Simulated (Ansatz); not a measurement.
# Lattice dynamics of ScCu (Pm-3m), part 2 of 3

The cell of ScCu (Pm-3m) is at rest. What are its phonons? After the zone centre comes a 4×4×4 q mesh on a 16×16×16 k mesh.

Ansatz 0.2.0; DFT PBEsol, scalar-relativistic, plane waves, PAW; PAW set soft_1.

So far. Step 2 (Modes at Γ): Before it was imposed, the acoustic sum rule was missed by 3.9e-5 eV/Å². Small misses are needed for a sound result but don't prove that mesh and cutoff are converged. The lowest optical mode is real, 194 cm⁻¹.

## 3. Phonons on a q mesh

Stability and thermal properties need the whole zone. Linear response on a 4×4×4 q mesh gives force constants as far as a supercell of that size would.

input.yaml

```yaml
crystal:
  lattice:
    - [3.2090828088, 0.0, 0.0]
    - [0.0, 3.2090828088, 0.0]
    - [0.0, 0.0, 3.2090828088]
  atoms:
    - { symbol: Sc, position: [0.5, 0.5, 0.5] }
    - { symbol: Cu, position: [0.0, 0.0, 0.0] }
kpoints:
  mp_grid: { grid: [16, 16, 16] }
hamiltonian:
  xc: pbesol
  pseudopotentials: { kind: paw, azcp: { folder: soft_1 }, xc_functional: pbe }
scf:
  occupations: { method: methfessel_paxton, width: 0.2 }
output:
  eigenvalues: true
phonons:
  method: dfpt
  qmesh: [4, 4, 4]
  temperatures: { t_max: 1000, t_step: 50 }
  qpath:
    path:
      - [[0.0, 0.0, 0.0], [0.0, 0.5, 0.0], [0.5, 0.5, 0.0], [0.0, 0.0, 0.0], [0.5, 0.5, 0.5], [0.0, 0.5, 0.0]]
      - [[0.5, 0.5, 0.5], [0.5, 0.5, 0.0]]
    npoints: 10
```

The run is started by

```console
> ansatz run input.yaml --threads 4 --pin off --max-ram 10240MiB --backend cpu --events-out ev --progress --plain --runs-dir out
```

Numbers of over 12 decimals in the logs are rounded to 6 here.

Output:

```text
[...]
Crystal: 2 atoms, lattice volume = 33.048 Å³
Basis set: ecut = 420 eV, 619 PW (Γ), exchange–correlation on 48×48×48 points (8 copies of the dense FFT grid, shifted against one another)
Bands: 19, of which v1, the nominal top of the filled ones, is band 15 counted from 1 (14 counted from 0)
Symmetry: 48 space group operations
k-points: 165 of 4096
[...]
SCF iter   1: F=—  HF=-8710.504558 eV  |F-HF|=—  |Δ(HF+E_count)|=         —  Δρ=9.66e-1  dr2=2.61e2  ethr=3.10e-3  ⟨swp⟩=4.5  Hψ=24480  notcnv=0
[...]
SCF iter  14: F=-8700.692624 eV  HF=-8700.692624 eV  |F-HF|=1.82e-12  |Δ(HF+E_count)|=  3.64e-12  S|Δr|=    0.00e0  Δρ=2.78e-8  dr2=1.17e-13  ethr=1.00e-12  ⟨swp⟩=4.0  Hψ=10626  notcnv=0
SCF 1 converged in 14 iterations: F = -8700.692624 eV  dr2 = 1.17e-13
[...]
iter 1 solved again at ethr=1.16e-10 eV; its pass at ethr=3.10e-3 eV (dr2=3.49e-8 eV) is discarded
[...]
SCF iter   2: F=-8700.692624 eV  HF=-8700.692624 eV  |F-HF|=9.09e-12  |Δ(HF+E_count)|=  5.46e-12  S|Δr|=    0.00e0  Δρ=2.00e-7  dr2=7.75e-12  ethr=1.00e-12  ⟨swp⟩=3.9  Hψ=8423  notcnv=0
SCF 2 converged in 2 iterations: F = -8700.692624 eV  dr2 = 7.75e-12
phonons: the bands overlap, so this run is a metal and interpolates without the dipole-dipole term. If the crystal is really an insulator or semiconductor, its LO-TO splitting is missing
NSCF: frozen V_eff on 165 k-points
WARN: eigensolver did not converge (k=82): 1 band(s) unlocked after 20 sweeps at ethr=1.09e-12 eV (storage-precision floor; scheduled 1.00e-12 eV) (lowest unlocked band 22, counted from 0; max residual 2.42e-6 eV among the unlocked bands, 2.42e-6 eV over every band; other slots of this pass that fall short are told together in one closing line; warning suppressed until the next SCF loop or pass starts)
WARN: eigensolver did not converge in 2 slots of this pass, the one above among them; of largest residual over every band (k=110): 1 band(s) unlocked (lowest unlocked band 22, counted from 0; max residual 4.97e-6 eV among the unlocked bands, 4.97e-6 eV over every band); of lowest unlocked band (k=82): band 22
[...]
DFPT response loops at q = (0, 0, 0) (fractional): preconditioner auto → Kerker (q_TF=auto, 2.685 Å⁻¹) (partly filled bands, converged f_vac=0.000); β = 1.00, the filter's whole step (`scf.mixing.beta` (0.50) is not read by the response loops under this deck's `scf.mixing.preconditioner`; to damp them name `kerker` or `kerker_dos`, under which they read `scf.mixing.beta`, and type it under 1.00, their step now; both keys bind the ground state too); Broyden in place of MSR1
[...]
SCF converged after 14 iterations
[...]
Free energy (F): -8700.692624 eV
[...]
Internal energy: -8700.695569 eV  (E = F + TS)
E sigma→0 (E₀):  -8700.693360 eV
Entropy (-TS):   0.002945 eV (1.472 meV/atom)
Fermi energy:    12.912419 eV
[...]
--- Band table (eV; the first three rows and the last of 165) ---
  k-point 0: bands = [... 11 lower, 9.8670, 9.8670, 9.8670, 13.4689, 13.4689, 16.2702, 16.2702, 16.2702, ... 4 higher]
  k-point 1: bands = [... 11 lower, 9.8624, 9.8624, 9.8711, 13.4602, 13.4674, 16.1483, 16.1483, 16.2664, ... 4 higher]
  k-point 2: bands = [... 11 lower, 9.8492, 9.8492, 9.8825, 13.4346, 13.4420, 15.8466, 15.8466, 16.2554, ... 4 higher]
  k-point 164: bands = [... 11 lower, 10.2454, 10.2454, 11.3671, 11.3671, 11.3671, 16.1727, 17.0366, 17.0366, ... 4 higher]
--- Phonons (Γ-DFPT): 2 representative perturbations + reference (Σ response iterations 7) ---
  ASR residual: 3.303e-5 → 0.000e0 eV/Å²; symmetrization residual: 5.516e-6 eV/Å²
  ASR residual per site (eV/Å²): 1.22e-5 3.30e-5
  Γ frequencies (cm⁻¹): 0.00 0.00 0.00 193.85 193.85 193.85
--- Phonons (arbitrary-q DFPT): 10 irreducible q on the 4×4×4 mesh ---
  q = [0.0000, 0.0000, 0.0000] (star 1, of the zone-centre solve; hermiticity 3.03e-6, symmetrization 4.36e-12): -0.00 -0.00 0.00 193.85 193.85 193.85
  q = [0.0000, 0.0000, 0.2500] (star 6, 4 solved perturbations in 4032 linear systems a pass and spin channel, the states on 1296 of 4096 k-point pairs; hermiticity 1.14e-6, symmetrization 6.98e-13): 79.84 79.84 103.72 182.64 182.64 216.08
[...]
q = [0.0000, 0.2500, -0.5000] (star 12, 6 solved perturbations on 1296 of 4096 k-point pairs; hermiticity 1.05e-6, symmetrization 1.30e-13): 65.45 98.18 131.16 134.87 205.74 241.53
[...]
sum rule: each row above includes the acoustic sum rule's correction from the zone centre's row sums; it moved no ω² by more than (0.38 cm⁻¹)²
  mesh force constants: q→R imaginary residual 1.66e-18; ASR residual 3.303e-5 → 0.000e0 eV/Å²; symmetrization residual 3.553e-15 eV/Å²
  interpolated dispersion: 62 rows × 6 modes
  density of states and harmonic sums: on the 20×20×20 q-mesh, interpolated from the force constants of a 4×4×4 supercell (no non-analytic term)
  largest difference from the sums on the solved wave vectors: F 9.66e-3 eV, S 1.37e-5 and C_V 4.01e-6 eV/K
  zero-point energy: 0.054478 eV/cell   skipped modes (ω ≤ 0): 3   left out of the sums: 6.25e-5 of the cell's modes: C_V's classical limit lies that fraction below 3 k_B per atom; for a crystal, a wire or a layer, F and S can be off by more, and a phonons.interpolated_qmesh denser along its periods is the remedy for the sampling
```

It took 14 min on 4 threads of Arm Neoverse V1, shared host; peak memory 3.8 GiB.

This step gave:

```
sum-rule residual before enforcement                    : 3.30e-5 eV/Å²
lowest frequency on the path                            : 0 cm⁻¹
highest frequency on the path or at a solved wavevector : 243.6 cm⁻¹
mean frequency                                          : 146.5 cm⁻¹
Debye temperature (second moment)                       : 295 K
logarithmic mean frequency                              : 132.2 cm⁻¹
lowest mode on the q mesh (acoustic modes at Γ apart)   : 29.35 cm⁻¹
zero-point energy per atom                              : 27.24 meV
heat capacity at 300 K                                  : 23.79 J/(mol atoms K)
vibrational entropy at 300 K                            : 36.9 J/(mol atoms K)
```

Frequencies (cm⁻¹) solved at each irreducible wavevector; negative means imaginary. Frequencies by wavevector, by row:

```
q in reciprocal lattice units  star  mode 1  mode 2  mode 3  mode 4  mode 5  mode 6
                        0 0 0     1       0       0       0   193.8   193.8   193.8
                     0 0 0.25     6    79.8    79.8   103.7   182.6   182.6   216.1
                     0 0 -0.5     3     109   131.6   131.6   152.4   152.4   242.9
                  0 0.25 0.25    12    63.1    99.5   123.7   165.7   206.7   209.8
                  0 0.25 -0.5    12    65.5    98.2   131.2   134.9   205.7   241.5
                  0 -0.5 -0.5     3    29.4    29.4   117.5   128.9   230.4   230.4
               0.25 0.25 0.25     8    93.9    93.9   109.8   199.6   203.1   203.1
               0.25 0.25 -0.5    12    57.5    97.9     117   192.8   201.2     238
               0.25 -0.5 -0.5     6      64      64   113.6   184.9   237.6   237.6
               -0.5 -0.5 -0.5     1    81.4    81.4    81.4   242.1   242.1   242.1
```

Interpolated from a 4×4×4 q mesh. Phonon branches along the path, in cm⁻¹:

```
    point  branch 1  branch 2  branch 3  branch 4  branch 5  branch 6
        Γ         0         0         0       194       194       194
  halfway        80        80       104       183       183       216
        X       109       132       132       152       152       243
  halfway        66        98       131       135       206       242
        M        29        29       118       129       230       230
  halfway        63        99       124       166       207       210
        Γ         0         0         0       194       194       194
  halfway        94        94       110       200       203       203
        R        81        81        81       242       242       242
  halfway        58        98       117       193       201       238
        X       109       132       132       152       152       243
jump to R        81        81        81       242       242       242
  halfway        64        64       114       185       238       238
        M        29        29       118       129       230       230
```

The phonon branches as a text plot (rows in cm⁻¹):

```
    239 |      *******                       ******************
    228 |    **       *****                **    **            **
    218 |   *       **    ***              *      **       *
    208 |                    *          ***        *        *
    198 |***       *          ***********           *
    188 | **                   **   ****            **       *
    178 |   **    *           *                       *
    167 |     *              *                         *
    157 |      ***         **                           **
    147 |        **                                           *
    137 |          *     **
    127 |      **********    **      ***             *****    ***
    117 |         *   *****                         * *      *  *
    107 |   ****** *       **  *        *          * *   *  *
     96 |    *               *      *   ****      ***   *  *
     86 |         * *     *   *        *   ********    *  *
     76 |  **      *            *           **  **        **
     66 |            *   * *** *     **           **  *     **
     56 | *         * *   *   **    *               **
     46 |  *         *  **      *  *                          *
     36 | *           * *       **                             **
     25 |*             *         * *
     15 |*
      5 |                         *
         Γ      X      M          Γ            R        X|R     M
```

Tetrahedra on a 20×20×20 mesh, mean over bins of 2 cm-1. Interpolated from a 4×4×4 q mesh. Table of phonon density of states by wavenumber; read off at these points:

```
wavenumber (cm⁻¹)  phonon density of states (1/cm⁻¹/cell)
              1.0                                       0
              7.0                                  2.0e-5
             15.0                                  9.0e-5
             21.0                                  3.5e-4
             27.0                                  5.6e-4
             33.0                                 0.00205
             41.0                                 0.00568
             47.0                                 0.00951
             53.0                                  0.0164
             61.0                                  0.0341
             67.0                                  0.0446
             71.0                                  0.0474
             73.0                                  0.0450
             81.0                                  0.0318
             87.0                                  0.0274
             93.0                                  0.0266
             99.0                                  0.0296
            107.0                                  0.0285
            113.0                                  0.0288
            119.0                                  0.0559
            125.0                                  0.0851
            127.0                                  0.0578
            133.0                                 0.00668
            139.0                                 0.00707
            147.0                                 0.00978
            153.0                                  0.0137
            159.0                                  0.0167
            165.0                                  0.0193
            173.0                                  0.0247
            179.0                                  0.0280
            185.0                                  0.0301
            193.0                                  0.0395
            199.0                                  0.0278
            205.0                                  0.0278
            213.0                                  0.0290
            219.0                                  0.0300
            225.0                                  0.0350
            231.0                                  0.0551
            237.0                                  0.0659
            239.0                                  0.0462
            245.0                                       0
```

(Part 2 of 3 ends here.)

[Logs are printed without paths, hosts, clocks, repeated set-up lines and the standing remarks that a program may print on its own settings, such as how far it seeks lower states.]

[Hosts, paths, dates, database ids (printed as entryN), source tags and the programs' standing remarks are cut or masked in the printed files.]
